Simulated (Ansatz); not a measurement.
**NaCdCl3 (model cell, started as cubic perovskite with Cd in the octahedra): a soft mode frozen in**

Aim: this structure of NaCdCl3 (model cell, started as cubic perovskite with Cd in the octahedra) is to be tested for unstable modes, and one is followed downhill.

Main program and level: Ansatz 0.2.0; DFT r2SCAN, scalar-relativistic, plane waves, PAW; PAW set soft_1.

The structure was built from a prototype and need not be the compound's stable phase.

### Step 1. The starting structure

Symmetry: Pm-3m, No. 221, cubic system. Conventional cell: a = 5.170 Å, b = 5.170 Å, c = 5.170 Å, α = 90.00°, β = 90.00°, γ = 90.00°. Nearest to Na lie 12 Cl at 3.66 Å. Cd has 6 Cl at 2.58 Å nearest. Cl has 2 Cd at 2.58 Å nearest. Farther neighbours and most contacts between anions are not listed.

### Step 2. The dispersion

The cell comes from relaxations at this level that are not shown. Stability and thermal properties need the whole zone. Linear response on a 2×2×2 q mesh gives force constants as far as a supercell of that size would, and the tensors from the zone-centre run are typed in so that the long-range dipole term is interpolated apart.

File input.yaml:

```yaml
crystal:
  lattice:
    - [5.169590516, 0.0, 0.0]
    - [0.0, 5.169590516, 0.0]
    - [0.0, 0.0, 5.169590516]
  atoms:
    - { symbol: Na, position: [0.0, 0.0, 0.0] }
    - { symbol: Cd, position: [0.5, 0.5, 0.5] }
    - { symbol: Cl, position: [0.5, 0.5, 0.0] }
    - { symbol: Cl, position: [0.5, 0.0, 0.5] }
    - { symbol: Cl, position: [0.0, 0.5, 0.5] }
kpoints:
  mp_grid: { grid: [6, 6, 6] }
hamiltonian:
  xc: r2scan
  pseudopotentials: { kind: paw, azcp: { folder: soft_1 } }
scf:
  occupations: { method: fixed }
output:
  eigenvalues: true
phonons:
  method: dfpt
  qmesh: [2, 2, 2]
  temperatures: { t_max: 1000, t_step: 50 }
  qpath:
    path:
      - [[0.0, 0.0, 0.0], [0.0, 0.5, 0.0], [0.5, 0.5, 0.0], [0.0, 0.0, 0.0], [0.5, 0.5, 0.5], [0.0, 0.5, 0.0]]
      - [[0.5, 0.5, 0.5], [0.5, 0.5, 0.0]]
    npoints: 10
  non_analytic_term:
    high_frequency_dielectric_tensor: [[2.8991, 0.0, 0.0], [0.0, 2.8991, 0.0], [0.0, 0.0, 2.8991]]
    born_effective_charges:
      - { species: Na, tensor: [[1.2791, 0.0, 0.0], [0.0, 1.2791, 0.0], [0.0, 0.0, 1.2791]] }
      - { species: Cd, tensor: [[2.5923, 0.0, 0.0], [0.0, 2.5923, 0.0], [0.0, 0.0, 2.5923]] }
      - { species: Cl, tensor: [[-0.862, 0.0, 0.0], [0.0, -0.862, 0.0], [0.0, 0.0, -2.1475]] }
      - { species: Cl, tensor: [[-0.862, 0.0, 0.0], [0.0, -2.1475, 0.0], [0.0, 0.0, -0.862]] }
      - { species: Cl, tensor: [[-2.1475, 0.0, 0.0], [0.0, -0.862, 0.0], [0.0, 0.0, -0.862]] }
    source: "zone-centre run at this cell"
```

Run with:

```
> ansatz run input.yaml --threads 4 --pin off --max-ram 16384MiB --backend cpu --events-out ev --progress --plain --runs-dir out
```

Numbers of over 12 decimals in the logs are rounded to 6 here.

The log of the run:

```text
Engine: ansatz 0.2.0, aarch64-unknown-linux-gnu
Pseudopotentials: kind: paw
Pseudopotential: Na, paw, valence charge 9, recommended cutoff 500 eV (meta_gga), soft_1/Na.paw.azcp
Pseudopotential: Cd, paw, valence charge 20, recommended cutoff 500 eV (meta_gga), soft_1/Cd.paw.azcp
Pseudopotential: Cl, paw, valence charge 7, recommended cutoff 500 eV (meta_gga), soft_1/Cl.paw.azcp
Functional definition: r2SCAN
  parameter k0 = 0.174
  parameter k1 = 0.065
  parameter a1 = 4.9479
  exchange = r2scan_x(k0 = k0, k1 = k1, a1 = a1)
  correlation = r2scan_c
Crystal: 5 atoms, lattice volume = 138.156 Å³
Basis set: ecut = 500 eV, 3431 PW (Γ), exchange–correlation on 400×400×400 points (1000 copies of the dense FFT grid, shifted against one another)
Bands: 30, of which v1, the nominal top of the filled ones, is band 25 counted from 1 (24 counted from 0)
Symmetry: 48 space group operations
k-points: 80 of 216 (irreducible under 2 space group operations, time reversal used)
Non-local potential: Na, projectors of the file, l = 0: 3, l = 1: 2, l = 2: 1
Non-local potential: Cd, projectors of the file, l = 0: 3, l = 1: 2, l = 2: 2, l = 3: 1
Non-local potential: Cl, projectors of the file, l = 0: 2, l = 1: 2, l = 2: 1
PAW form: soft (Blöchl's): semilocal exchange-correlation on the pseudo side does not see the compensation charge
PAW frozen core: Na, regenerated for the run's functional (the file was generated under x = pbe(κ = 0.804, μ = 0.219515), c = pbe(β = 0.066725))
PAW frozen core: Cd, regenerated for the run's functional (the file was generated under x = pbe(κ = 0.804, μ = 0.219515), c = pbe(β = 0.066725))
PAW frozen core: Cl, regenerated for the run's functional (the file was generated under x = pbe(κ = 0.804, μ = 0.219515), c = pbe(β = 0.066725))
PAW one-centre angular grid: Na, 302 points (default); XC on 317 of its mesh's 2451 points in the sphere
PAW one-centre angular grid: Cd, 590 points (default); XC on 160 Gauss nodes
PAW one-centre angular grid: Cl, 302 points (default); XC on 160 Gauss nodes
Initial density: superposition of atomic densities (chi_scale 0.1, normalization cell, long waves kept (reshape's long-wave potential 0.01 eV rms))
Initial wavefunctions: pseudopotential atomic-orbital guess
Functional: x = r2scan, c = r2scan; τ floored in thin density (d = 2e-4 eV/Å³)
SCF iter   1: F=—  HF=-13016.865731 eV  |F-HF|=—  |Δ(HF+E_count)|=         —  Δρ=6.69e-2  dr2=5.35e0  dr2_τ=1.29e-2  ethr=3.10e-3  ⟨swp⟩=5.0  Hψ=8768  notcnv=0  defer=225
preconditioner: auto → Resta (q_TF=auto, 2.303 Å⁻¹)  ε∞=3.0  [insulator: Δε(μ)=1.446 eV  Ē_g=12.932 eV  n_scr=26 (ndim 8)  ℏωp=18.4 eV  f_vac=0.056  ε∞_Penn≈3.0]
SCF iter   2: F=—  HF=-13014.963367 eV  |F-HF|=—  |Δ(HF+E_count)|=    1.90e0  Δρ=1.90e-2  dr2=4.72e-1  dr2_τ=7.40e-2  ethr=3.10e-3  ⟨swp⟩=3.0  Hψ=5516  notcnv=0  defer=226
SCF iter   3: F=—  HF=-13014.886473 eV  |F-HF|=—  |Δ(HF+E_count)|=   7.69e-2  Δρ=7.00e-3  dr2=6.16e-2  dr2_τ=2.14e-3  ethr=9.44e-4  ⟨swp⟩=3.0  Hψ=4269  notcnv=0  defer=238
SCF iter   4: F=—  HF=-13014.892054 eV  |F-HF|=—  |Δ(HF+E_count)|=   5.58e-3  Δρ=1.23e-3  dr2=2.48e-3  dr2_τ=1.50e-4  ethr=1.23e-4  ⟨swp⟩=3.0  Hψ=4956  notcnv=0  defer=238
SCF iter   5: F=—  HF=-13014.893210 eV  |F-HF|=—  |Δ(HF+E_count)|=   1.16e-3  Δρ=4.20e-4  dr2=1.85e-4  dr2_τ=1.23e-5  ethr=4.95e-6  ⟨swp⟩=3.0  Hψ=4242  notcnv=0  defer=238
SCF iter   6: F=—  HF=-13014.893395 eV  |F-HF|=—  |Δ(HF+E_count)|=   1.86e-4  Δρ=6.57e-5  dr2=5.60e-6  dr2_τ=7.85e-7  ethr=3.70e-7  ⟨swp⟩=2.0  Hψ=4136  notcnv=0  defer=238
SCF iter   7: F=—  HF=-13014.893410 eV  |F-HF|=—  |Δ(HF+E_count)|=   1.47e-5  Δρ=1.33e-5  dr2=2.93e-7  dr2_τ=2.12e-8  ethr=1.12e-8  ⟨swp⟩=2.0  Hψ=3971  notcnv=0  defer=232
SCF iter   8: F=—  HF=-13014.893415 eV  |F-HF|=—  |Δ(HF+E_count)|=   5.18e-6  Δρ=4.47e-6  dr2=2.99e-8  dr2_τ=2.76e-9  ethr=5.87e-10  ⟨swp⟩=2.0  Hψ=4071  notcnv=0  defer=206
SCF iter   9: F=—  HF=-13014.893415 eV  |F-HF|=—  |Δ(HF+E_count)|=   1.26e-8  Δρ=8.06e-7  dr2=9.55e-10  dr2_τ=1.81e-10  ethr=5.99e-11  ⟨swp⟩=2.0  Hψ=3996  notcnv=0  defer=206
SCF iter  10: F=—  HF=-13014.893415 eV  |F-HF|=—  |Δ(HF+E_count)|=   1.06e-9  Δρ=1.64e-7  dr2=5.28e-11  dr2_τ=2.25e-12  ethr=1.91e-12  ⟨swp⟩=2.0  Hψ=3920  notcnv=0  defer=206
SCF iter  11: F=-13014.893415 eV  HF=-13014.893415 eV  |F-HF|=5.46e-12  |Δ(HF+E_count)|=  8.00e-11  Δρ=2.79e-8  dr2=1.37e-12  dr2_τ=5.51e-14  ethr=1.00e-12  ⟨swp⟩=15.7  Hψ=15916  notcnv=0
SCF 1 converged in 11 iterations: F = -13014.893415 eV  dr2 = 1.37e-12
  greatest PAW one-centre occupation: 1.002 electrons in one spin orbital (limit 2), on the Na atom at site 0 (counted from 0), in its partial waves of l = 0
DFPT response loops at Γ: preconditioner auto → none (the input reference at scf.mixing.eps_inf says where Resta's filter doesn't serve); β = 0.50; Broyden in place of MSR1
NSCF: frozen V_eff on 20 k-points
NSCF: frozen V_eff on 128 k-points
DFPT response loops at q = (0, 0, -0.5) (fractional): mixed as the last ones told, above
NSCF: frozen V_eff on 128 k-points
DFPT response loops at q = (0, -0.5, -0.5) (fractional): mixed as the last ones told, above
NSCF: frozen V_eff on 128 k-points
DFPT response loops at q = (-0.5, -0.5, -0.5) (fractional): mixed as the last ones told, above
SCF converged after 11 iterations
Free energy (F): -13014.893415 eV
Harris-Foulkes:  -13014.893415 eV  (|F-HF|=5.46e-12)
Internal energy: -13014.893415 eV  (E = F + TS)
E sigma→0 (E₀):  -13014.893415 eV
Fermi energy:    1.932141 eV
--- Per-component energies (eV) ---
  E_band       = -918.343885
  E_kinetic    = 1011.273431
  E_local      = -7014.423978  (includes V_loc(G=0)·N_el)
  E_nonlocal   = 496.725272
  E_hartree    = 2951.079612
  E_xc         = -493.621828
  E_vxc        = -651.433688  (∫ρ·V_xc dr)
  E_paw        = -6423.840105  (= ΣΔE_a)
  E_vpaw       = -702.340917  (= ΣTr[D̂ρ^β])
  E_aug_tail   = 0.000003  (compensation charges beyond the density's cutoff)
  E_vtau       = 39.696793  (kinetic-family band-sum trace: ∫τ·v_τ [+ j·A + Jᵃ·Aᵃ] dr)
  E_ewald      = -3541.085570
  E_core_change = -1.000252  (= ΣΔE_core)
  E_smearing   = -0.000000  (= −TS)
  E_closure    = -0.000000  (closes the sum)
  Σ components = -13014.893415   (vs F -13014.893415, Δ=0.00e0)
--- Band table (eV; the first three rows and the last of 80) ---
  k-point 0: bands = [... 21 lower, 0.9713, 1.1072, 1.1072, 1.1072, 4.5247, 6.4476, 10.4231, 10.4231, ... 1 higher]
  k-point 1: bands = [... 21 lower, 0.9469, 0.9469, 1.0846, 1.0846, 5.0534, 6.7244, 10.2286, 10.7348, ... 1 higher]
  k-point 2: bands = [... 21 lower, 0.8648, 0.8648, 1.0646, 1.0646, 6.2813, 7.4458, 9.5548, 11.2896, ... 1 higher]
  k-point 79: bands = [... 21 lower, 1.6157, 1.6157, 1.9321, 1.9321, 7.3886, 9.0814, 9.0814, 9.0814, ... 1 higher]
--- Phonons (Γ-DFPT): 4 representative perturbations + reference, on 80 of 216 k-points (Σ response iterations 26) ---
  k mesh reduced under 2 symmetry operations, with k and −k counted as one. Each operation leaves every solved perturbation unchanged. A smaller set is not considered because the functional reads the kinetic-energy density
  ASR residual: 6.859e-5 → 0.000e0 eV/Å²; symmetrization residual: 1.035e-5 eV/Å²
  ASR residual per site (eV/Å²): 6.86e-5 1.77e-5 1.73e-5 1.73e-5 1.73e-5
  Γ frequencies (cm⁻¹): -92.78 -92.78 -92.78 0.00 0.00 0.00 11.13 11.13 11.13 75.55 75.55 75.55 266.84 266.84 266.84
--- Phonons (arbitrary-q DFPT): 4 irreducible q on the 2×2×2 mesh ---
  q = [0.0000, 0.0000, 0.0000] (star 1, of the zone-centre solve; hermiticity 2.65e-6, symmetrization 4.70e-8): -92.78 -92.78 -92.78 -0.00 0.00 0.00 11.13 11.13 11.13 75.55 75.55 75.55 266.84 266.84 266.84
  q = [0.0000, 0.0000, -0.5000] (star 3, 9 solved perturbations in 504 linear systems a pass and spin channel, the states on 64 of 216 k-point pairs; hermiticity 2.11e-6, symmetrization 8.87e-12): -84.42 -84.42 -23.05 -23.05 28.94 57.66 61.61 61.61 63.51 63.51 88.58 144.57 266.08 266.08 277.09
  q = [0.0000, -0.5000, -0.5000] (star 3, 9 solved perturbations in 504 linear systems a pass and spin channel, the states on 64 of 216 k-point pairs; hermiticity 2.63e-6, symmetrization 1.11e-12): -88.72 -84.66 -84.66 -71.72 47.19 47.19 59.88 86.61 86.61 113.88 148.58 148.58 174.77 265.52 298.69
  q = [-0.5000, -0.5000, -0.5000] (star 1, 4 solved perturbations in 184 linear systems a pass and spin channel, the states on 64 of 216 k-point pairs; hermiticity 1.41e-6, symmetrization 1.28e-11): -88.86 -88.86 -88.86 -86.29 -86.29 -86.29 122.00 122.00 122.00 141.94 141.94 141.94 173.93 173.93 318.05
  sum rule: each row above includes the acoustic sum rule's correction from the zone centre's row sums; it moved no ω² by more than (0.90 cm⁻¹)²
  mesh force constants: q→R imaginary residual 3.98e-18; ASR residual 6.859e-5 → 0.000e0 eV/Å²; symmetrization residual 8.882e-15 eV/Å²
  interpolated dispersion: 63 rows × 15 modes
  density of states and harmonic sums: on the 12×12×12 q-mesh, interpolated from the force constants of a 2×2×2 supercell (with the dipole–dipole term of supplied tensors)
  largest difference from the sums on the solved wave vectors: F 1.57e-1 eV, S 2.01e-4 and C_V 5.11e-5 eV/K
  zero-point energy: 0.086093 eV/cell   skipped modes (ω ≤ 0): 416, of them read as no rigid motion or as one in doubt: 413 (5.010e0 modes/cell left out, lowest -92.78 cm⁻¹)   left out of the sums: 3.34e-1 of the cell's modes: C_V's classical limit lies that fraction below 3 k_B per atom; for a crystal, a wire or a layer, F and S can be off by more, and a phonons.interpolated_qmesh denser along its periods is the remedy for the sampling
```

The job ended after 16 min (4 threads of Arm Neoverse V2, shared host; peak memory 14 GiB).

The column dr2 measures how far the density is from self-consistency, as an energy; F and HF (Harris–Foulkes) agree once it is small.

This step gave:

| Item | Value |
| --- | --- |
| gap on the k-mesh | 2.593 eV |
| volume per atom | 27.63 Å³ |
| sum-rule residual before enforcement | 6.86e-5 eV/Å² |
| lowest frequency on the path | -92.78 cm⁻¹ |
| point group | m-3m |
| highest frequency on the path or at a solved wavevector | 318.1 cm⁻¹ |
| highest optical mode at the zone centre (no LO-TO term) | 266.8 cm⁻¹ |
| lowest optical zone-centre mode | -92.78 cm⁻¹ |
| lowest mode on the q mesh (acoustic modes at Γ apart) | -92.78 cm⁻¹ |

Frequencies (cm⁻¹) solved at each irreducible wavevector; negative means imaginary. Frequencies by wavevector, by row:

```tsv
q in reciprocal lattice units	star	mode 1	mode 2	mode 3	mode 4	mode 13	mode 14	mode 15
0 0 0	1	-92.8	-92.8	-92.8	0	266.8	266.8	266.8
0 0 -0.5	3	-84.4	-84.4	-23.1	-23.1	266.1	266.1	277.1
0 -0.5 -0.5	3	-88.7	-84.7	-84.7	-71.7	174.8	265.5	298.7
-0.5 -0.5 -0.5	1	-88.9	-88.9	-88.9	-86.3	173.9	173.9	318.1
```

Interpolated from a 2×2×2 q mesh, with the LO-TO term (at Γ the limit along the path; where Γ stands inside the path, tables give the limit on arrival). The phonon branches at the labelled points (cm⁻¹):

```tsv
point	branch 1	branch 2	branch 3	branch 4	branch 12	branch 13	branch 14	branch 15
Γ	-93	-93	0	0	110	267	267	305
halfway	-89	-89	-13	-13	120	266	266	293
X	-84	-84	-23	-23	145	266	266	277
halfway	-89	-79	-65	-63	147	214	266	299
M	-89	-85	-85	-72	149	175	266	299
halfway	-89	-84	-54	-50	125	234	266	304
Γ	-93	-93	0	0	110	267	267	305
halfway	-86	-86	-58	-56	130	232	232	314
R	-89	-89	-89	-86	142	174	174	318
halfway	-86	-84	-72	-71	147	204	231	313
X	-84	-84	-23	-23	145	266	266	277
jump to R	-89	-89	-89	-86	142	174	174	318
halfway	-89	-86	-86	-80	146	174	219	315
M	-89	-85	-85	-72	149	175	266	299
```

Symmetry leaves 4 wavevectors to solve. The lowest mode among them, the acoustic zeros apart, lies at Γ and is imaginary, 92.8i cm⁻¹, so the energy falls along it.

### Step 3. The mode frozen in, largest atomic shift 0 Å

The mode followed lies at Γ with frequency 92.8i cm⁻¹ and is 3-fold degenerate, the softest among the wavevectors solved. At small amplitude the distorted cell has space group no. 99 by a symmetry search on the positions. The undistorted cell that holds it gives the zero of energy on the same k mesh.

input.yaml, the sections that differ from step 2:

```yaml
scf:
  occupations: { method: gaussian, width: 0.02 }
output:
  forces: true
  stress: true
  eigenvalues: true
# crystal, kpoints, hamiltonian: as in step 2
# phonons: removed
```

The log of the run:

```text
[...]
Crystal: 5 atoms, lattice volume = 138.156 Å³
Basis set: ecut = 500 eV, 3431 PW (Γ), exchange–correlation on 160×160×160 points (64 copies of the dense FFT grid, shifted against one another)
Bands: 30, of which v1, the nominal top of the filled ones, is band 25 counted from 1 (24 counted from 0)
Symmetry: 48 space group operations
[...]
k-points: 20 of 216
[...]
P = ⅓ Tr σ = -0.0078 GPa (-0.078 kbar)
--- Band table (eV; the first three rows and the last of 20) ---
  k-point 0: bands = [... 21 lower, 0.9712, 1.1071, 1.1071, 1.1071, 4.5246, 6.4476, 10.4230, 10.4230]
  k-point 1: bands = [... 21 lower, 0.9468, 0.9468, 1.0845, 1.0845, 5.0533, 6.7245, 10.2286, 10.7347]
  k-point 2: bands = [... 21 lower, 0.8647, 0.8647, 1.0645, 1.0645, 6.2812, 7.4458, 9.5547, 11.2896]
  k-point 19: bands = [... 21 lower, 1.6156, 1.6156, 1.9320, 1.9320, 7.3887, 9.0813, 9.0813, 9.0813]
[key lines of the parts left out:]
SCF converged after 8 iterations
Free energy (F): -13014.893415 eV
Fermi energy:    3.228345 eV
```

Wall time 3 s (4 threads); peak memory 0.7 GiB; 11 s of CPU time.

Numbers from this step:

```yaml
pressure: -0.007820 GPa
energy_from_the_undistorted_cell: 0 meV/atom
```

At this level the gap is 2.59 eV on the k-mesh of the self-consistent run, which can miss the band edges.

### Step 4. The mode frozen in, largest atomic shift 0.6 Å

The atoms are moved along the unstable eigenvector, the largest shift by 0.6 Å, with the cell fixed.

input.yaml, the sections that differ from step 3:

```yaml
crystal:
  lattice:
    - [5.169590516, 0.0, 0.0]
    - [0.0, 5.169590516, 0.0]
    - [0.0, 0.0, 5.169590516]
  atoms:
    - { symbol: Na, position: [0.0, 0.1160633513, 0.0] }
    - { symbol: Cd, position: [0.5, 0.5012295908, 0.5] }
    - { symbol: Cl, position: [0.5, 0.4644865557, 0.0] }
    - { symbol: Cl, position: [0.5, -0.008140753, 0.5] }
    - { symbol: Cl, position: [0.0, 0.4644865557, 0.5] }
# kpoints, hamiltonian, scf, output: as in step 3
```

The log of the run:

```text
[...]
Crystal: 5 atoms, lattice volume = 138.156 Å³
Basis set: ecut = 500 eV, 3431 PW (Γ), exchange–correlation on 160×160×160 points (64 copies of the dense FFT grid, shifted against one another)
Bands: 30, of which v1, the nominal top of the filled ones, is band 25 counted from 1 (24 counted from 0)
Symmetry: 8 space group operations
[...]
P = ⅓ Tr σ = 0.2243 GPa (2.243 kbar)
--- Band table (eV; the first three rows and the last of 40) ---
  k-point 0: bands = [... 21 lower, 0.8562, 1.0197, 1.1113, 1.1113, 4.4581, 6.6064, 10.2397, 10.6264]
  k-point 1: bands = [... 21 lower, 0.7946, 0.9878, 1.0148, 1.1112, 4.9795, 6.8790, 10.3188, 10.6812]
  k-point 2: bands = [... 21 lower, 0.6616, 0.9059, 0.9830, 1.1135, 6.1764, 7.5892, 9.7201, 11.3298]
  k-point 39: bands = [... 21 lower, 1.5890, 1.5890, 1.7617, 1.8715, 7.5618, 8.9765, 8.9957, 8.9957]
[key lines of the parts left out:]
SCF converged after 8 iterations
Free energy (F): -13015.027577 eV
Fermi energy:    3.164826 eV
```

Run time: 8.4 s. Hardware: 4 threads; peak memory 0.67 GiB.

This step gave:

| Property | Result |
| --- | --- |
| pressure | 0.2243 GPa |
| gap on the k-mesh | 2.587 eV |
| energy from the undistorted cell | -26.83 meV/atom |

The energy, extrapolated to zero smearing, is -26.83 meV/atom against the undistorted cell.

The run ends at a pressure of 0.22 GPa, with forces up to 0.26 eV/Å.

### Step 5. Energy along the mode, all amplitudes (two of the runs are shown above)

An imaginary frequency means negative curvature, so the energy should fall and then rise again as anharmonic terms take over.

This step gave:

- depth at the lowest point sampled: 26.83 meV/atom
- largest atomic shift at that point: 0.6 Å

Table of energy from the parent by largest atomic shift:

```tsv
largest atomic shift (Å)	energy from the parent (meV/atom)
0.000	0
0.040	-0.151
0.080	-0.602
0.140	-1.83
0.220	-4.43
0.320	-9.06
0.450	-16.8
0.600	-26.8
```

Displacement at unit largest shift by atom:

```tsv
atom	x (Å)	y (Å)	z (Å)	size
Na1	0.00	1.00	0.00	1.00
Cd2	0.00	0.01	0.00	0.01
Cl3	0.00	-0.31	0.00	0.31
Cl4	0.00	-0.07	0.00	0.07
Cl5	0.00	-0.31	0.00	0.31
```

The lowest of the steps tried is the last one, at 0.6 Å, 26.8 meV/atom below the parent; the bottom of the well need not coincide with a step.

(Continued in part 2 of 3.)

[Logs are printed without paths, hosts, clocks, repeated set-up lines and the standing remarks that a program may print on its own settings, such as how far it seeks lower states.]

[Hosts, paths, dates, database ids (printed as entryN), source tags and the programs' standing remarks are cut or masked in the printed files.]
